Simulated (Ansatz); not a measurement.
# TlSbS3 (model cell, started as cubic perovskite with Sb in the octahedra): phonons and vibrational spectra, part 2 of 2

Task: relax TlSbS3 (model cell, started as cubic perovskite with Sb in the octahedra), then find its harmonic phonons.

Ansatz 0.2.0; DFT LDA, scalar-relativistic, plane waves, PAW; PAW set soft_1.

So far. Step 4 (Tight relaxation): The forces vanish by symmetry and the pressure is -0.002 GPa, within the tolerances set. The cell now holds 24.35 Å³/atom. The relaxed cell has a = 4.956 Å (conventional setting).

The structure was built from a prototype and need not be the compound's stable phase.

### 5. Zone-centre response

The zone centre comes first: it holds the modes that light can see, as far as symmetry allows. No field response is asked, since the mesh shows no gap.

input.yaml

```yaml
crystal:
  lattice:
    - [4.9559718062, 0.0, 0.0]
    - [0.0, 4.9559718062, 0.0]
    - [0.0, 0.0, 4.9559718062]
  atoms:
    - { symbol: Tl, position: [0.0, 0.0, 0.0] }
    - { symbol: Sb, position: [0.5, 0.5, 0.5] }
    - { symbol: S, position: [0.5, 0.5, 0.0] }
    - { symbol: S, position: [0.5, 0.0, 0.5] }
    - { symbol: S, position: [0.0, 0.5, 0.5] }
kpoints:
  mp_grid: { grid: [8, 8, 8] }
hamiltonian:
  xc: lda
  pseudopotentials: { kind: paw, azcp: { folder: soft_1 }, xc_functional: pbe }
scf:
  occupations: { method: methfessel_paxton, width: 0.2 }
output:
  eigenvalues: true
phonons:
  method: dfpt
```

Command:

```sh
$ ansatz run input.yaml --threads 4 --pin off --max-ram 16384MiB --backend cpu --events-out ev --progress --plain --runs-dir out
```

Numbers of over 12 decimals in the logs are rounded to 6 here.

Output:

```text
zone centre: on kpoints.mp_grid the ground state, and the responses unless they are solved on pairs of k-points, stand on 125 of the mesh's 512 k-points, reduced under 8 symmetry operations, with k and −k counted as one. Each operation leaves every solved displacement unchanged or reverses it
[...]
Crystal: 5 atoms, lattice volume = 121.727 Å³
Basis set: ecut = 420 eV, 2373 PW (Γ), exchange–correlation on 72×72×72 points (8 copies of the dense FFT grid, shifted against one another)
Bands: 28, of which v1, the nominal top of the filled ones, is band 23 counted from 1 (22 counted from 0)
Symmetry: 48 space group operations
k-points: 125 of 512 (irreducible under 8 space group operations)
[...]
SCF iter   1: F=—  HF=-20092.978664 eV  |F-HF|=—  |Δ(HF+E_count)|=         —  Δρ=2.88e-2  dr2=2.43e0  ethr=3.10e-3  ⟨swp⟩=7.6  Hψ=17863  notcnv=0
[...]
SCF iter  11: F=-20092.097987 eV  HF=-20092.097987 eV  |F-HF|=0.00e0  |Δ(HF+E_count)|=  6.55e-11  S|Δr|=    0.00e0  Δρ=7.87e-8  dr2=7.57e-12  ethr=1.00e-12  ⟨swp⟩=7.4  Hψ=22261  notcnv=0
SCF 1 converged in 11 iterations: F = -20092.097987 eV  dr2 = 7.57e-12
[...]
DFPT response loops at Γ: preconditioner auto → Kerker (q_TF=auto, 2.320 Å⁻¹) (partly filled bands, converged f_vac=0.001); β = 1.00, the filter's whole step (`scf.mixing.beta` (0.50) is not read by the response loops under this deck's `scf.mixing.preconditioner`; to damp them name `kerker` or `kerker_dos`, under which they read `scf.mixing.beta`, and type it under 1.00, their step now; both keys bind the ground state too); Broyden in place of MSR1
SCF converged after 11 iterations
[...]
Free energy (F): -20092.097987 eV
[...]
Internal energy: -20092.093256 eV  (E = F + TS)
E sigma→0 (E₀):  -20092.096804 eV
Entropy (-TS):   -0.004731 eV (-0.946 meV/atom)
Fermi energy:    6.687344 eV
[...]
--- Band table (eV; the first three rows and the last of 125) ---
  k-point 0: bands = [... 19 lower, 5.5270, 5.5270, 5.7507, 5.7507, 5.7507, 12.0726, 12.0726, 12.0726, ... 1 higher]
  k-point 1: bands = [... 19 lower, 5.4581, 5.7021, 5.7231, 5.7231, 5.8236, 11.6316, 11.8935, 11.8935, ... 1 higher]
  k-point 2: bands = [... 19 lower, 5.2071, 5.5905, 5.7564, 5.7564, 6.4594, 10.5057, 11.6096, 11.6096, ... 1 higher]
  k-point 124: bands = [... 19 lower, 5.0853, 6.9721, 6.9721, 6.9721, 7.9831, 7.9831, 7.9831, 10.6616, ... 1 higher]
--- Phonons (Γ-DFPT): 4 representative perturbations + reference, on 125 of 512 k-points (Σ response iterations 12) ---
  k mesh reduced under 8 symmetry operations, with k and −k counted as one. Each operation leaves every solved displacement unchanged or reverses it
  ASR residual: 2.994e-5 → 0.000e0 eV/Å²; symmetrization residual: 1.922e-5 eV/Å²
  ASR residual per site (eV/Å²): 2.82e-5 2.82e-5 2.99e-5 2.99e-5 2.99e-5
  Γ frequencies (cm⁻¹): -122.62 -122.62 -122.62 -98.71 -98.71 -98.71 -21.07 -21.07 -21.07 0.00 0.00 0.00 252.25 252.25 252.25
  non-analytic LO–TO correction: not included (Born effective charges unavailable; polar crystals: no LO–TO splitting at Γ)
```

It took 55 s on 4 threads of Arm Neoverse V1, shared host; peak memory 1.5 GiB; 3.5 min of CPU time.

The column dr2 measures how far the density is from self-consistency, as an energy; F and HF (Harris–Foulkes) agree once it is small.

This step gave:

| Quantity | Value |
| --- | --- |
| sum-rule residual before enforcement | 2.99e-5 eV/Å² |
| point group | m-3m |
| highest optical mode at the zone centre (no LO-TO term) | 252.2 cm⁻¹ |
| lowest optical zone-centre mode | -122.6 cm⁻¹ |

Patterns of degenerate modes are one choice out of their space. Modes at Γ, with each element's share of the kinetic energy (negative means imaginary):

| mode | frequency (cm⁻¹) | symmetry | Tl % | Sb % | S % |
| --- | --- | --- | --- | --- | --- |
| 1 | -122.6 | T1u | 1 | 19 | 79 |
| 2 | -122.6 | T1u | 1 | 19 | 79 |
| 3 | -122.6 | T1u | 1 | 19 | 79 |
| 4 | -98.7 | T2u | 0 | 0 | 100 |
| 5 | -98.7 | T2u | 0 | 0 | 100 |
| 6 | -98.7 | T2u | 0 | 0 | 100 |
| 7 | -21.1 | T1u | 50 | 37 | 13 |
| 8 | -21.1 | T1u | 50 | 37 | 13 |
| 9 | -21.1 | T1u | 50 | 37 | 13 |
| 10 | 0.0 | acoustic | 48 | 29 | 23 |
| 11 | 0.0 | acoustic | 48 | 29 | 23 |
| 12 | 0.0 | acoustic | 48 | 29 | 23 |
| 13 | 252.2 | T1u | 0 | 15 | 85 |
| 14 | 252.2 | T1u | 0 | 15 | 85 |
| 15 | 252.2 | T1u | 0 | 15 | 85 |

Displacements in mode 2 (-122.6 cm⁻¹), the largest set to 1:
```
Tl1 -0.08  0.00  0.02
Sb2 -0.36 -0.02  0.09
S3   1.00  0.06  0.04
S4   1.00 -0.01 -0.26
S5  -0.15  0.06 -0.26
```

Displacements in mode 8 (-21.1 cm⁻¹), the largest set to 1:
```
Tl1  0.90 -0.08 -0.13
Sb2 -1.00  0.08  0.14
S3  -0.53  0.05  0.13
S4  -0.53  0.08  0.07
S5  -0.90  0.05  0.07
```

Before it was imposed, the acoustic sum rule was missed by 3.0e-5 eV/Å². Small misses are needed for a sound result but don't prove that mesh and cutoff are converged. The lowest optical mode is imaginary, 122.6i cm⁻¹, so the energy falls along it.

### 6. Phonons on a q mesh

Stability and thermal properties need the whole zone. Linear response on a 2×2×2 q mesh gives force constants as far as a supercell of that size would.

Edit input.yaml of step 5 so:

```diff
@@ -22 +22,8 @@
   method: dfpt
+  qmesh: [2, 2, 2]
+  temperatures: { t_max: 1000, t_step: 50 }
+  qpath:
+    path:
+      - [[0.0, 0.0, 0.0], [0.0, 0.5, 0.0], [0.5, 0.5, 0.0], [0.0, 0.0, 0.0], [0.5, 0.5, 0.5], [0.0, 0.5, 0.0]]
+      - [[0.5, 0.5, 0.5], [0.5, 0.5, 0.0]]
+    npoints: 10
```

Output:

```text
[...]
Crystal: 5 atoms, lattice volume = 121.727 Å³
Basis set: ecut = 420 eV, 2373 PW (Γ), exchange–correlation on 72×72×72 points (8 copies of the dense FFT grid, shifted against one another)
Bands: 28, of which v1, the nominal top of the filled ones, is band 23 counted from 1 (22 counted from 0)
Symmetry: 48 space group operations
k-points: 35 of 512
[...]
SCF iter   1: F=—  HF=-20092.978312 eV  |F-HF|=—  |Δ(HF+E_count)|=         —  Δρ=2.88e-2  dr2=2.43e0  ethr=3.10e-3  ⟨swp⟩=7.7  Hψ=4924  notcnv=0
[...]
SCF iter  11: F=-20092.097987 eV  HF=-20092.097987 eV  |F-HF|=0.00e0  |Δ(HF+E_count)|=  6.55e-11  S|Δr|=    0.00e0  Δρ=7.72e-8  dr2=7.64e-12  ethr=1.00e-12  ⟨swp⟩=7.3  Hψ=6339  notcnv=0
SCF 1 converged in 11 iterations: F = -20092.097987 eV  dr2 = 7.64e-12
[...]
SCF iter   5: F=-20092.097987 eV  HF=-20092.097987 eV  |F-HF|=0.00e0  |Δ(HF+E_count)|=  3.64e-12  S|Δr|=    0.00e0  Δρ=2.68e-8  dr2=7.46e-13  ethr=1.00e-12  ⟨swp⟩=4.7  Hψ=2993  notcnv=0
SCF 2 converged in 5 iterations: F = -20092.097987 eV  dr2 = 7.46e-13
phonons: the bands overlap, so this run is a metal and interpolates without the dipole-dipole term. If the crystal is really an insulator or semiconductor, its LO-TO splitting is missing
NSCF: frozen V_eff on 35 k-points
[...]
DFPT response loops at q = (0, 0, 0) (fractional): preconditioner auto → Kerker (q_TF=auto, 2.320 Å⁻¹) (partly filled bands, converged f_vac=0.001); β = 1.00, the filter's whole step (`scf.mixing.beta` (0.50) is not read by the response loops under this deck's `scf.mixing.preconditioner`; to damp them name `kerker` or `kerker_dos`, under which they read `scf.mixing.beta`, and type it under 1.00, their step now; both keys bind the ground state too); Broyden in place of MSR1
[...]
SCF converged after 11 iterations
[...]
Free energy (F): -20092.097987 eV
[...]
Internal energy: -20092.093256 eV  (E = F + TS)
E sigma→0 (E₀):  -20092.096804 eV
Entropy (-TS):   -0.004731 eV (-0.946 meV/atom)
Fermi energy:    6.687343 eV
[...]
--- Band table (eV; the first three rows and the last of 35) ---
  k-point 0: bands = [... 19 lower, 5.5270, 5.5270, 5.7507, 5.7507, 5.7507, 12.0726, 12.0726, 12.0726, ... 1 higher]
  k-point 1: bands = [... 19 lower, 5.4581, 5.7021, 5.7231, 5.7231, 5.8236, 11.6316, 11.8935, 11.8935, ... 1 higher]
  k-point 2: bands = [... 19 lower, 5.2071, 5.5905, 5.7564, 5.7564, 6.4594, 10.5057, 11.6096, 11.6096, ... 1 higher]
  k-point 34: bands = [... 19 lower, 5.0853, 6.9721, 6.9721, 6.9721, 7.9831, 7.9831, 7.9831, 10.6616, ... 1 higher]
--- Phonons (Γ-DFPT): 4 representative perturbations + reference (Σ response iterations 12) ---
  ASR residual: 2.884e-5 → 0.000e0 eV/Å²; symmetrization residual: 1.973e-5 eV/Å²
  ASR residual per site (eV/Å²): 2.31e-5 2.82e-5 2.88e-5 2.88e-5 2.88e-5
[...]
--- Phonons (arbitrary-q DFPT): 4 irreducible q on the 2×2×2 mesh ---
  q = [0.0000, 0.0000, 0.0000] (star 1, of the zone-centre solve; hermiticity 6.30e-6, symmetrization 8.67e-12): -122.62 -122.62 -122.62 -98.71 -98.71 -98.71 -21.07 -21.07 -21.07 -0.00 0.00 0.00 252.25 252.25 252.25
  q = [0.0000, 0.0000, -0.5000] (star 3, 9 solved perturbations in 975 linear systems a pass and spin channel, the states on 125 of 512 k-point pairs; hermiticity 1.40e-6, symmetrization 1.01e-11): -126.49 -123.49 -115.21 -115.21 -103.51 -103.51 -16.23 -16.23 9.04 36.37 36.37 162.24 272.69 272.69 285.40
[...]
sum rule: each row above includes the acoustic sum rule's correction from the zone centre's row sums; it moved no ω² by more than (0.49 cm⁻¹)²
  mesh force constants: q→R imaginary residual 3.67e-18; ASR residual 2.884e-5 → 0.000e0 eV/Å²; symmetrization residual 1.599e-14 eV/Å²
  interpolated dispersion: 62 rows × 15 modes
  density of states and harmonic sums: on the 14×14×14 q-mesh, interpolated from the force constants of a 2×2×2 supercell (no non-analytic term)
  largest difference from the sums on the solved wave vectors: F 5.02e-2 eV, S 7.34e-5 and C_V 2.32e-5 eV/K
  zero-point energy: 0.073641 eV/cell   skipped modes (ω ≤ 0): 967, of them read as no rigid motion or as one in doubt: 964 (7.979e0 modes/cell left out, lowest -143.15 cm⁻¹)   left out of the sums: 5.32e-1 of the cell's modes: C_V's classical limit lies that fraction below 3 k_B per atom; for a crystal, a wire or a layer, F and S can be off by more, and a phonons.interpolated_qmesh denser along its periods is the remedy for the sampling
```

It took 4.2 min on 4 threads; peak memory 1.3 GiB; 16 min of CPU time.

Numbers from this step:

```
sum-rule residual before enforcement                    : 2.88e-5 eV/Å²
lowest frequency on the path                            : -143.2 cm⁻¹
highest frequency on the path or at a solved wavevector : 352.4 cm⁻¹
lowest mode on the q mesh (acoustic modes at Γ apart)   : -143.2 cm⁻¹
```

Frequencies (cm⁻¹) solved at each irreducible wavevector; negative means imaginary. Frequencies by wavevector, by row:

| q in reciprocal lattice units | star | mode 1 | mode 2 | mode 3 | mode 4 | mode 13 | mode 14 | mode 15 |
| --- | --- | --- | --- | --- | --- | --- | --- | --- |
| 0 0 0 | 1 | -122.6 | -122.6 | -122.6 | -98.7 | 252.2 | 252.2 | 252.2 |
| 0 0 -0.5 | 3 | -126.5 | -123.5 | -115.2 | -115.2 | 272.7 | 272.7 | 285.4 |
| 0 -0.5 -0.5 | 3 | -143.2 | -143.2 | -111.6 | -99.2 | 273.2 | 290.5 | 313.7 |
| -0.5 -0.5 -0.5 | 1 | -141.1 | -141.1 | -141.1 | -102.3 | 269.4 | 269.4 | 352.4 |

Interpolated from a 2×2×2 q mesh. Phonon branches along the path, in cm⁻¹:

| point | branch 1 | branch 2 | branch 3 | branch 4 | branch 12 | branch 13 | branch 14 | branch 15 |
| --- | --- | --- | --- | --- | --- | --- | --- | --- |
| Γ | -123 | -123 | -123 | -99 | 0 | 252 | 252 | 252 |
| halfway | -122 | -119 | -119 | -114 | 114 | 262 | 262 | 269 |
| X | -126 | -124 | -115 | -115 | 162 | 273 | 273 | 285 |
| halfway | -134 | -124 | -118 | -108 | 165 | 272 | 282 | 301 |
| M | -143 | -143 | -112 | -99 | 168 | 273 | 290 | 314 |
| halfway | -124 | -122 | -116 | -113 | 119 | 267 | 272 | 286 |
| Γ | -123 | -123 | -123 | -99 | 0 | 252 | 252 | 252 |
| halfway | -121 | -119 | -119 | -113 | 123 | 271 | 271 | 307 |
| R | -141 | -141 | -141 | -102 | 174 | 269 | 269 | 352 |
| halfway | -128 | -126 | -126 | -110 | 168 | 273 | 276 | 322 |
| X | -126 | -124 | -115 | -115 | 162 | 273 | 273 | 285 |
| jump to R | -141 | -141 | -141 | -102 | 174 | 269 | 269 | 352 |
| halfway | -139 | -139 | -120 | -107 | 171 | 271 | 277 | 337 |
| M | -143 | -143 | -112 | -99 | 168 | 273 | 290 | 314 |

Tetrahedra on a 14×14×14 mesh, mean over bins of 5 cm-1. Interpolated from a 2×2×2 q mesh. Table of phonon density of states by wavenumber; read off at these points:

| wavenumber (cm⁻¹) | phonon density of states (1/cm⁻¹/cell) |
| --- | --- |
| -142 | 0.0109 |
| -128 | 0.0933 |
| -118 | 0.164 |
| -108 | 0.260 |
| -102 | 0.196 |
| -88 | 0 |
| -78 | 0 |
| -62 | 0 |
| -48 | 0 |
| -38 | 0 |
| -22 | 1.9e-4 |
| -18 | 0.141 |
| -8 | 0.0774 |
| 2 | 0.0593 |
| 8 | 0.137 |
| 18 | 0.00168 |
| 32 | 0.00859 |
| 42 | 0.0242 |
| 58 | 0.0144 |
| 72 | 0.0161 |
| 82 | 0.0142 |
| 98 | 0.0140 |
| 112 | 0.0159 |
| 128 | 0.0171 |
| 138 | 0.0209 |
| 152 | 0.0319 |
| 162 | 0.0522 |
| 168 | 0.0493 |
| 178 | 0 |
| 192 | 0 |
| 208 | 0 |
| 218 | 0 |
| 232 | 0 |
| 248 | 0 |
| 258 | 0.0157 |
| 272 | 0.208 |
| 288 | 0.0251 |
| 298 | 0.0178 |
| 312 | 0.0188 |
| 328 | 0.00927 |
| 338 | 0.00616 |
| 352 | 4.4e-4 |

The partial phonon density of states has structure finer than the step of the table below, so its rows give means over 20 cm⁻¹, whole bins alone (the curve runs from -152 to 371 cm⁻¹). Peaks (cm⁻¹: height): S -106.0: 0.208, 272.5: 0.134; Sb -119.2: 0.00986, 58.5: 0.0295, 94.7: 0.0361, 127.7: 0.0403, 154.0: 0.0430, 167.2: 0.0429, 272.5: 0.00857; Tl -13.9: 0.139, 5.9: 0.0917.

Phonopy on the run's constants, 11x11x11 mesh, Gaussian sigma 3.7 cm-1. Interpolated from a 2×2×2 q mesh. The partial phonon density of states by wavenumber; means over each step; values in 1/cm⁻¹/cell:

| wavenumber (cm⁻¹) | S | Sb | Tl |
| --- | --- | --- | --- |
| -140 | 0.0384 | 0.00132 | 3.4e-4 |
| -120 | 0.142 | 0.00700 | 8.4e-4 |
| -100 | 0.107 | 0.00216 | 1.8e-4 |
| -80 | 1.9e-4 | 1.8e-6 | 0 |
| -60 | 0 | 0 | 0 |
| -40 | 2.3e-7 | 1.5e-6 | 1.7e-5 |
| -20 | 5.1e-4 | 5.0e-4 | 0.0642 |
| 0 | 0.00107 | 3.6e-4 | 0.0740 |
| 20 | 0.00119 | 0.00257 | 0.0103 |
| 40 | 0.00313 | 0.0111 | 4.6e-5 |
| 60 | 0.00400 | 0.0179 | 1.4e-4 |
| 80 | 0.00138 | 0.00586 | 2.2e-5 |
| 100 | 0.00287 | 0.0171 | 7.3e-5 |
| 120 | 0.00230 | 0.0162 | 4.2e-5 |
| 140 | 0.00154 | 0.0149 | 3.3e-5 |
| 160 | 0.00251 | 0.0376 | 6.4e-5 |
| 180 | 2.2e-4 | 0.00642 | 8.6e-6 |
| 200 | 0 | 0 | 0 |
| 220 | 0 | 0 | 0 |
| 240 | 2.9e-4 | 4.9e-5 | 0 |
| 260 | 0.0355 | 0.00338 | 0 |
| 280 | 0.0689 | 0.00458 | 0 |
| 300 | 0.0179 | 6.3e-4 | 0 |
| 320 | 0.0129 | 2.4e-4 | 0 |
| 340 | 0.00539 | 5.1e-5 | 0 |
| 360 | 3.8e-4 | 3.8e-7 | 0 |

Symmetry leaves 4 wavevectors to solve. The lowest mode among them, the acoustic zeros apart, lies at q = (0, -0.5, -0.5) and is imaginary, 143.2i cm⁻¹, so the energy falls along it.

### 7. Outcome

```
space group after relaxation (within 0.01 Å)            : Pm-3m
volume per atom                                         : 24.3 Å³
electronic character                                    : no gap on this mesh
highest optical mode at the zone centre (no LO-TO term) : 252 cm⁻¹
lowest optical zone-centre mode                         : -123 cm⁻¹
lowest mode on the q mesh (acoustic modes at Γ apart)   : -143 cm⁻¹
highest frequency on the path or at a solved wavevector : 352 cm⁻¹
imaginary modes on the 2×2×2 q mesh                     : yes
```

In words: Modes are clearly imaginary (beyond 10i cm⁻¹) at 4 of the 4 irreducible wavevectors, most at q = (0, -0.5, -0.5) (143.2i cm⁻¹), so this structure is not a minimum of the energy. The optical modes at Γ span -123 to 252 cm⁻¹ (negative means imaginary). The highest mode in this list at Γ, 252.2 cm⁻¹, is mostly motion of S (85 % of the kinetic energy). With no gap, or one that is small against the smearing, the frequencies hang on the k mesh and the smearing, most of all near Kohn anomalies. Spin-orbit coupling is left out, which can matter for the heavy elements here. The PAW files were made for PBE and serve the other functionals too. The starting cell was built on a prototype and not taken from a measurement, so the phase need not exist. These are harmonic frequencies at zero temperature: anharmonic shifts, linewidths and thermal expansion are left out.

[Logs are printed without paths, hosts, clocks, repeated set-up lines and the standing remarks that a program may print on its own settings, such as how far it seeks lower states.]

[Hosts, paths, dates, database ids (printed as entryN), source tags and the programs' standing remarks are cut or masked in the printed files.]
